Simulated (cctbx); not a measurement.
**Diagnosing a refinement**

Cell a = 12.7730 Å, b = 3.7700 Å, c = 20.3700 Å, α = 90.00°, β = 99.83°, γ = 90.00°; space group C2/m (no. 12).

The data are simulated with cctbx, not measured: Mo Kα, λ = 0.71073 Å, to d = 0.75 Å, 95 % of the full sphere, strongest reflection 5000 counts, noise from counting, a 2 % proportional error and a noise floor of 2 counts (s.d.); no absorption.

An isotropic refinement with weights 1/σ² prints:

```text
Rint 0.051, 1365 unique reflections to 0.75 A
cycle     R1     wR2    GooF  max shift (A)
   1  0.1357  0.2862   4.778   0.05934
  12  0.0342  0.0747   1.247   0.00177
final R1 0.0342 wR2 0.0747 GooF 1.247  parameters 35  data/parameter 39.0
atom        x        y        z      Ueq    occ   su(xyz)  su(Uiso or U11)
Ni1    0.00345  0.00000  0.66394   0.0038  1.000  0.00007  0.0002
Ni2    0.06423  0.00000  0.87569   0.0049  1.000  0.00007  0.0002
Ni3    0.25166  0.00000  0.59115   0.0072  1.000  0.00007  0.0002
Ni4    0.34918  0.00000  0.95250   0.0054  1.000  0.00007  0.0002
Ni5    0.00000  0.50000  0.50000   0.0069  1.000  0.00000  0.0002
S1     0.87732  0.00000  0.54358   0.0063  1.000  0.00013  0.0003
S2     0.11654  0.50000  0.61597   0.0071  1.000  0.00013  0.0003
S3     0.89353  0.50000  0.69667   0.0036  1.000  0.00012  0.0003
S4     0.93643  0.50000  0.84761   0.0064  1.000  0.00013  0.0003
S5     0.20416  0.50000  0.92924   0.0102  1.000  0.00014  0.0003
S6     0.11825  0.00000  0.76720   0.0049  1.000  0.00012  0.0003
S7     0.00000  0.00000  0.00000   0.0052  1.000  0.00000  0.0004
S8     0.11547  0.50000  0.27035   1.0000  1.000  0.00515  0.0587
difference map: max 1.76 min -2.10 rms 0.28
Q1    0.2146  0.0000  0.5799    4    1.91  0.49 A from Ni3
Q2    0.2066  0.5000  0.4005    4    1.73  0.53 A from Ni3
Q3    0.1296  0.5000  0.0654    4    1.63  0.49 A from Ni4
Q4    0.1554  0.5000  0.6235    4    1.38  0.49 A from S2
Q5    0.1890  0.5000  0.4821    4    1.20  1.79 A from Ni3
Q6    0.0000  0.3730  0.5000    4    1.13  0.48 A from Ni5
```

**Question.** Can this result stand? If not, what is the likely fault?

Mend it. The fault: spurious atom: S8. Against the right model at the same level, R1 goes from 0.0312 to 0.0342 and GooF from 1.09 to 1.25 and S8 takes U = the program's ceiling. A site with no density behind it hides by a very large U or drifts.

The compound is Ni9S13. The right model at the same level gives:

```text
Rint 0.051, 1365 unique reflections to 0.75 A
cycle     R1     wR2    GooF  max shift (A)
   1  0.1744  0.3296   5.496   0.09065
   2  0.0312  0.0652   1.086   0.00004
final R1 0.0312 wR2 0.0652 GooF 1.086  parameters 32  data/parameter 42.7
atom        x        y        z      Ueq    occ   su(xyz)  su(Uiso or U11)
Ni1    0.00345  0.00000  0.66395   0.0039  1.000  0.00006  0.0001
Ni2    0.06424  0.00000  0.87569   0.0049  1.000  0.00006  0.0002
Ni3    0.25164  0.00000  0.59116   0.0073  1.000  0.00006  0.0002
Ni4    0.34917  0.00000  0.95251   0.0055  1.000  0.00006  0.0002
Ni5    0.00000  0.50000  0.50000   0.0070  1.000  0.00000  0.0002
S1     0.87734  0.00000  0.54356   0.0063  1.000  0.00011  0.0003
S2     0.11655  0.50000  0.61597   0.0072  1.000  0.00011  0.0003
S3     0.89351  0.50000  0.69669   0.0036  1.000  0.00011  0.0002
S4     0.93645  0.50000  0.84759   0.0064  1.000  0.00011  0.0003
S5     0.20414  0.50000  0.92925   0.0102  1.000  0.00012  0.0003
S6     0.11824  0.00000  0.76720   0.0050  1.000  0.00011  0.0002
S7     0.00000  0.00000  0.00000   0.0052  1.000  0.00000  0.0003
difference map: max 1.58 min -2.13 rms 0.24
Q1    0.2133  0.0000  0.5793    4    1.69  0.51 A from Ni3
Q2    0.2067  0.5000  0.4005    4    1.59  0.53 A from Ni3
Q3    0.1303  0.5000  0.0654    4    1.52  0.48 A from Ni4
Q4    0.1552  0.5000  0.6238    4    1.34  0.49 A from S2
Q5    0.0000  0.3721  0.5000    4    1.21  0.48 A from Ni5
Q6    0.2244  0.5000  0.0779    4    1.05  1.03 A from Ni4
```

The model is made up (kin elements in a known structure type, no relaxation), so it says nothing on whether the phase exists.

[Middle refinement cycles are left out of these outputs.]

[Logs are printed without paths, hosts, clocks, repeated set-up lines and the standing remarks that a program may print on its own settings, such as how far it seeks lower states.]
